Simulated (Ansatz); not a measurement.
# Changed inputs in constrained RPA: LiMoN2 (R3m)

What does U in LiMoN2 (R3m) depend on besides the window?

Method: constrained RPA on LDA, plane waves, PAW, in Ansatz 0.2.0.

### Step 1. Set-up

Symmetry: R3m, No. 160, trigonal system. The conventional cell has a = 2.891 Å, b = 2.891 Å, c = 15.897 Å, α = 90.00°, β = 90.00°, γ = 120.00°. Nearest to Li lie 6 N at 2.13 to 2.26 Å. Nearest to Mo lie 6 N at 2.07 Å. N has 3 Mo at 2.07 Å and 3 Li at 2.26 Å nearest. N has 3 Mo at 2.07 Å and 3 Li at 2.13 Å nearest. Farther neighbours and most contacts between anions are not listed.

The cell and positions are those that the Materials Project relaxed with its own functionals (PBE, PBE+U or r2SCAN), kept fixed. The default PAW set here is soft_2. Its files were made with PBE.

### Step 2. Base: Mo d + anion p, bands v7 to c4, 6×6×6 mesh, medium accuracy

Constrained RPA screens the interaction with every transition except those inside the target bands, which a later many-body model would treat itself.

Contents of input.yaml:

```yaml
crystal:
  lattice:
    - [-1.66933958, 0.0, 5.29899402]
    - [0.83466979, -1.44569048, 5.29899402]
    - [0.83466979, 1.44569049, 5.29899402]
  atoms:
    - { symbol: Li, position: [0.41359667, 0.41359667, 0.41359667] }
    - { symbol: Mo, position: [0.58592323, 0.58592323, 0.58592323] }
    - { symbol: "N", position: [0.84262502, 0.84262502, 0.84262502] }
    - { symbol: "N", position: [0.99655408, 0.99655408, 0.99655408] }
kpoints:
  mp_grid: { grid: [12, 12, 12] }
hamiltonian:
  xc: lda
scf:
  occupations: { method: gaussian, width: 0.08 }
  n_extra_bands: 19
  max_iter: 150
output:
  crpa:
    kmesh: [6, 6, 6]
    target_bands: [v7, c4]
    projections: [{ species: Mo, l: d, shell: 4 }, { species: "N", l: p, shell: 2 }]
  local_orbitals:
    kmesh: [6, 6, 6]
    orbitals: [{ species: Mo, l: d, shell: 4 }, { species: "N", l: p, shell: 2 }]
    window: { bands: [v7, c4] }
    seedname: lo
```

On the command line:

```console
$ ansatz run input.yaml --threads 4 --pin off --max-ram 9216MiB --backend cpu --events-out ev --progress --plain --runs-dir out
```

Numbers of over 12 decimals in the logs are rounded to 6 here.

Log:

```text
scf.n_extra_bands = 19 over 14 filled bands (N_el = 27.0): the run solves 33 bands
Engine: ansatz 0.2.0, aarch64-unknown-linux-gnu
Pseudopotentials: kind: paw
Pseudopotential: Li, paw, valence charge 3, recommended cutoff 420 eV (normal), Li.paw.azcp
Pseudopotential: Mo, paw, valence charge 14, recommended cutoff 420 eV (normal), Mo.paw.azcp
Pseudopotential: N, paw, valence charge 5, recommended cutoff 420 eV (normal), N.paw.azcp
Functional definition: SPW92
  exchange = slater_x
  correlation = pw_c
Crystal: 4 atoms, lattice volume = 38.365 Å³
Basis set: ecut = 420 eV, 755 PW (Γ)
Bands: 33, of which v1, the nominal top of the filled ones, is band 14 counted from 1 (13 counted from 0)
Symmetry: 6 space group operations
Space group: R3m (ITA 160), of the structure as read, at distance tolerance 3.4e-5 Å
k-points: 189 of 1728 (time reversal used)
Non-local potential: Li, projectors of the file, l = 0: 3, l = 1: 2, l = 2: 1
Non-local potential: Mo, projectors of the file, l = 0: 3, l = 1: 2, l = 2: 2, l = 3: 1
Non-local potential: N, projectors of the file, l = 0: 2, l = 1: 2, l = 2: 1
PAW form: soft (Blöchl's): semilocal exchange-correlation on the pseudo side does not see the compensation charge
PAW frozen core: Mo, regenerated for the run's functional, and the local potential with it (the file was generated under x = pbe(κ = 0.804, μ = 0.219515), c = pbe(β = 0.066725))
PAW frozen core: N, regenerated for the run's functional, and the local potential with it (the file was generated under x = pbe(κ = 0.804, μ = 0.219515), c = pbe(β = 0.066725))
PAW one-centre angular grid: Li, 110 points (default); XC on 64 Gauss nodes
PAW one-centre angular grid: Mo, 590 points (default); XC on 64 Gauss nodes
PAW one-centre angular grid: N, 110 points (default); XC on 64 Gauss nodes
Initial density: superposition of atomic densities (neutral atoms: chi_scale 0, normalization atom), corrected by the library's trained network
Initial wavefunctions: pseudopotential atomic-orbital guess
Functional: x = slater, c = lda
SCF iter   1: F=—  HF=-5794.976622 eV  |F-HF|=—  |Δ(HF+E_count)|=         —  Δρ=2.29e-2  dr2=1.96e-1  ethr=1.77e-3  ⟨swp⟩=5.2  Hψ=30010  notcnv=0  defer=1278
preconditioner: auto → Kerker (q_TF=auto, 2.573 Å⁻¹)  [metal: Δε(μ)=0.007 eV  Ē_g=21.015 eV  σ=0.080 eV  W_gap=0.05  n_scr=10 (ndim 8)  ℏωp=24.7 eV  f_vac=0.000  D(μ)=2.26/eV (n_scr^D=28)]
SCF iter   2: F=—  HF=-5794.951756 eV  |F-HF|=—  |Δ(HF+E_count)|=   2.49e-2  Δρ=1.20e-2  dr2=5.76e-2  ethr=7.27e-4  ⟨swp⟩=1.0  Hψ=7749  notcnv=0  defer=1614
SCF iter   3: F=—  HF=-5794.942430 eV  |F-HF|=—  |Δ(HF+E_count)|=   9.33e-3  Δρ=1.55e-3  dr2=1.31e-3  ethr=2.13e-4  ⟨swp⟩=1.7  Hψ=4436  notcnv=0  defer=1659
[...]
cRPA screening: q 65/216 (q-point 15)
[...]
cRPA screening: q 198/216 (q-point 89)
cRPA screening: q 204/216 (q-point 94)
cRPA screening: q 210/216 (q-point 95)
cRPA screening: q 216/216 (q-point 130)
SCF converged after 7 iterations
Free energy (F): -5794.942114 eV
Harris-Foulkes:  -5794.942114 eV  (|F-HF|=1.35e-8)
Internal energy: -5794.933301 eV  (E = F + TS)
E sigma→0 (E₀):  -5794.937707 eV
Entropy (-TS):   -0.008813 eV (-2.203 meV/atom)
Fermi energy:    11.482149 eV
--- Per-component energies (eV) ---
  E_band       = -196.843490
  E_kinetic    = 722.671428
  E_local      = -1819.866877  (includes V_loc(G=0)·N_el)
  E_nonlocal   = 206.667641
  E_hartree    = 642.787703
  E_xc         = -312.321408
  E_vxc        = -394.941729  (∫ρ·V_xc dr)
  E_paw        = -3342.413903  (= ΣΔE_a)
  E_vpaw       = -196.949342  (= ΣTr[D̂ρ^β])
  E_aug_tail   = 0.000273  (compensation charges beyond the density's cutoff)
  E_ewald      = -1893.091061
  E_core_change = 0.632904  (= ΣΔE_core)
  E_smearing   = -0.008813  (= −TS)
  E_closure    = 0.000000  (closes the sum)
  Σ components = -5794.942114   (vs F -5794.942114, Δ=0.00e0)
--- Band table (eV; the first three rows and the last of 189) ---
  k-point 0: bands = [... 10 lower, 9.7527, 9.7527, 11.5777, 12.8237, 15.4560, 15.4560, 15.8190, 15.8190, ... 15 higher]
  k-point 1: bands = [... 10 lower, 9.4598, 9.5759, 11.7070, 12.7384, 15.4195, 15.6104, 15.6670, 15.8224, ... 15 higher]
  k-point 2: bands = [... 10 lower, 8.8791, 9.1519, 11.7463, 12.3458, 15.4454, 15.5458, 15.5814, 16.2625, ... 15 higher]
  k-point 188: bands = [... 10 lower, 9.7798, 9.7798, 9.8219, 13.8152, 15.5285, 15.5285, 15.7292, 15.7292, ... 15 higher]
--- cRPA (band scheme, projected local orbitals): target bands 8..18 (1-based), 11 Wannier function(s), 6×6×6 mesh, 36 bands' worth read of 41 solved, ecut_chi 136.0 eV, v(q+G=0) probe_charge, pair densities all_electron ---
  χ-basis size per q: N_G = 130..145
  window electrons = 13.0000, filled by tetrahedron_uncorrected; constrained ε̄⁻¹(q = 0, 0) head = 0.475538; min gauge Gram eig = 0.6627
  Kanamori averages over each shell's own Wannier functions (sites counted from 0, functions from 1):
  Each shell's averages of U are screened by what lies outside the whole window alone: parameters of one model of all the shells.
    Site 1, 4D, 5 of 5 d orbitals (Wannier functions 1, 2, 3, 4, 5; wannier90's mr 1, 2, 3, 4, 5):
      screened: U = 7.5750 eV, U' = 6.7033 eV, J = 0.4315 eV
      screened, to within: U = 1.1e-2 eV, U' = 1.1e-2 eV, J = 8.0e-4 eV
      bare: V = 14.5843 eV, V' = 13.4460 eV, J = 0.5619 eV
    Site 2, 2P, 3 of 3 p orbitals (Wannier functions 6, 7, 8; wannier90's mr 1, 2, 3):
      screened: U = 8.0663 eV, U' = 6.7895 eV, J = 0.6530 eV
      screened, to within: U = 1.1e-2 eV, U' = 1.1e-2 eV, J = 1.6e-3 eV
      bare: V = 16.7504 eV, V' = 15.1057 eV, J = 0.8417 eV
    Site 3, 2P, 3 of 3 p orbitals (Wannier functions 9, 10, 11; wannier90's mr 1, 2, 3):
      screened: U = 8.1058 eV, U' = 6.8286 eV, J = 0.6532 eV
      screened, to within: U = 1.1e-2 eV, U' = 1.1e-2 eV, J = 1.7e-3 eV
      bare: V = 16.7875 eV, V' = 15.1424 eV, J = 0.8435 eV
  Hermiticity witness max|P − P†| over intra, direct and exchange elements: 5.33e-15 eV (screened), 3.55e-15 eV (bare)
  Reality witness max|Im| over intra, direct and exchange elements: 1.72e-8 eV (screened), 5.90e-13 eV (bare)
```

Wall time 19 min (4 threads of Arm Neoverse V2, shared host); peak memory 0.75 GiB.

This step gave:

* U: 7.575 eV
* U prime (inter-orbital): 6.703 eV
* J: 0.4315 eV
* bare V: 14.58 eV
* bare J: 0.5619 eV
* stated bound on U: 0.01089 eV
* U over bare V: 0.5194
* electrons in the window: 13.00
* head of the constrained inverse dielectric matrix: 0.4755
* least eigenvalue of the projection's overlap: 0.6627
* target functions: 11
* bands in the sums: 36
* r.m.s. miss of the model bands: 0.006243 eV
* width of the target bands: 12.85 eV
* weight of the projected orbitals in the window: 0.9284

On the Mo d shell, screening brings the on-site interaction from 14.6 eV down to U = 7.58 eV.

### Step 3. Changed: 4×4×4 mesh

Edit input.yaml of step 2 so:

```diff
@@ -20,9 +20,4 @@
   crpa:
-    kmesh: [6, 6, 6]
+    kmesh: [4, 4, 4]
     target_bands: [v7, c4]
     projections: [{ species: Mo, l: d, shell: 4 }, { species: "N", l: p, shell: 2 }]
-  local_orbitals:
-    kmesh: [6, 6, 6]
-    orbitals: [{ species: Mo, l: d, shell: 4 }, { species: "N", l: p, shell: 2 }]
-    window: { bands: [v7, c4] }
-    seedname: lo
```

Log:

```text
[...]
Crystal: 4 atoms, lattice volume = 38.365 Å³
Basis set: ecut = 420 eV, 755 PW (Γ)
Bands: 33, of which v1, the nominal top of the filled ones, is band 14 counted from 1 (13 counted from 0)
[... 1 set-up line as in the run before ...]
[...]
k-points: 189 of 1728 (time reversal used)
[...]
SCF iter   1: F=—  HF=-5794.976622 eV  |F-HF|=—  |Δ(HF+E_count)|=         —  Δρ=2.29e-2  dr2=1.96e-1  ethr=1.77e-3  ⟨swp⟩=5.2  Hψ=30010  notcnv=0  defer=1278
[...]
SCF iter   7: F=-5794.942114 eV  HF=-5794.942114 eV  |F-HF|=1.35e-8  |Δ(HF+E_count)|=   1.32e-7  Δρ=7.57e-6  dr2=3.32e-8  ethr=3.70e-10  ⟨swp⟩=7.8  Hψ=29786  notcnv=0
SCF 1 converged in 7 iterations: F = -5794.942114 eV  dr2 = 3.32e-8
[...]
NSCF: frozen V_eff on 13 k-points
[...]
cRPA screening: q 1/64
cRPA screening: q 2/64
cRPA screening: q 8/64 (q-point 3)
cRPA screening: q 11/64 (q-point 6)
[...]
k-point 188: bands = [... 10 lower, 9.7798, 9.7798, 9.8219, 13.8152, 15.5285, 15.5285, 15.7292, 15.7292, ... 15 higher]
[...]
bands read: the sum over 36 bands ends inside a degenerate multiplet in 2 slots, whose members it reads at an even weight; the widest, k=21: bands 36 to 37 (counted from 1) at 1/2 each
  χ-basis size per q: N_G = 130..144
[...]
screened: U = 7.6133 eV, U' = 6.7401 eV, J = 0.4321 eV
      screened, to within: U = 1.2e-2 eV, U' = 1.2e-2 eV, J = 8.0e-4 eV
      bare: V = 14.6169 eV, V' = 13.4775 eV, J = 0.5622 eV
    Site 2, 2P, 3 of 3 p orbitals (Wannier functions 6, 7, 8; wannier90's mr 1, 2, 3):
      screened: U = 8.0526 eV, U' = 6.7755 eV, J = 0.6531 eV
      screened, to within: U = 1.1e-2 eV, U' = 1.1e-2 eV, J = 1.6e-3 eV
      bare: V = 16.7775 eV, V' = 15.1314 eV, J = 0.8420 eV
    Site 3, 2P, 3 of 3 p orbitals (Wannier functions 9, 10, 11; wannier90's mr 1, 2, 3):
      screened: U = 8.1007 eV, U' = 6.8229 eV, J = 0.6536 eV
      screened, to within: U = 1.1e-2 eV, U' = 1.1e-2 eV, J = 1.6e-3 eV
      bare: V = 16.8174 eV, V' = 15.1709 eV, J = 0.8440 eV
[...]
[key lines of the parts left out:]
SCF converged after 7 iterations
Free energy (F): -5794.942114 eV
Fermi energy:    11.482149 eV
```

It took 2.2 min on 4 threads; peak memory 0.62 GiB.

Numbers from this step:

```
U                                                 : 7.613 eV
U prime (inter-orbital)                           : 6.740 eV
J                                                 : 0.4321 eV
bare V                                            : 14.62 eV
bare J                                            : 0.5622 eV
stated bound on U                                 : 0.01107 eV
U over bare V                                     : 0.5209
electrons in the window                           : 13.00
head of the constrained inverse dielectric matrix : 0.4706
least eigenvalue of the projection's overlap      : 0.6627
target functions                                  : 11
bands in the sums                                 : 36
width of the target bands                         : 12.85 eV
weight of the projected orbitals in the window    : 0.9284
```

On the Mo d shell, screening brings the on-site interaction from 14.6 eV down to U = 7.61 eV.

### Step 4. Changed: spin-orbit coupling, which the program doesn't serve

This step: constrained RPA on LDA with spin-orbit coupling, plane waves, PAW.

Edit input.yaml of step 3 so:

```diff
@@ -18,5 +18,8 @@
   max_iter: 150
+magnetization:
+  noncollinear: true
+  spin_orbit: true
 output:
   crpa:
-    kmesh: [4, 4, 4]
+    kmesh: [6, 6, 6]
     target_bands: [v7, c4]
```

Log:

```text
Error: output.crpa with magnetization.noncollinear: true — the cRPA pipeline runs scalar-band solve channels only (unpolarised or collinear) — spinor oscillator elements are not implemented; use a collinear or unpolarised deck, or drop the output.crpa: request
```

Elapsed: 0.03 s, on 4 threads; peak memory 0.032 GiB.

The program refused the input before any cycle.

The program's message: “Error: output.crpa with magnetization.noncollinear: true — the cRPA pipeline runs scalar-band solve channels only (unpolarised or collinear) — spinor oscillator elements are not implemented; use a col …”

The fault put into this input: spin-orbit coupling, which the program doesn't serve.

### Step 5. Side by side

Times are wall times on 4 threads of Arm Neoverse V2, shared host, good to a factor of about two.

```csv
run,bare V (eV),U (eV),J (eV),bound on U (eV),width (eV),time
target window,14.58,7.575,0.432,0.0109,12.85,19 min
4×4×4 mesh,14.62,7.613,0.432,0.0111,12.85,2.2 min
```

### Step 6. What came out

```json
{"target window": "U 7.58 eV, J 0.43 eV", "4×4×4 mesh": "U 7.61 eV, J 0.43 eV"}
```

**Reading.** 4×4×4 mesh moves U by +0.04 eV at 0.11 times the time. The printed bound covers the solver alone, not the mesh, and no denser mesh than the base was run. The parent state is non-magnetic and the interaction static (zero frequency); U depends on the window and the orbitals, so it belongs to this model alone. A window that holds the anion p bands defines a model with explicit ligands; its U belongs to that model and is not the U of DFT+U.

[Paths, hosts, dates, memory and timing lines, banners, echoed tables and standing remarks are left out of the program output.]

[Logs are printed without paths, hosts, clocks, repeated set-up lines and the standing remarks that a program may print on its own settings, such as how far it seeks lower states.]

[Runs of the session that timed out or met a known fault of the program may be left out.]

[Hosts, paths, dates, database ids (printed as entryN), source tags and the programs' standing remarks are cut or masked in the printed files.]
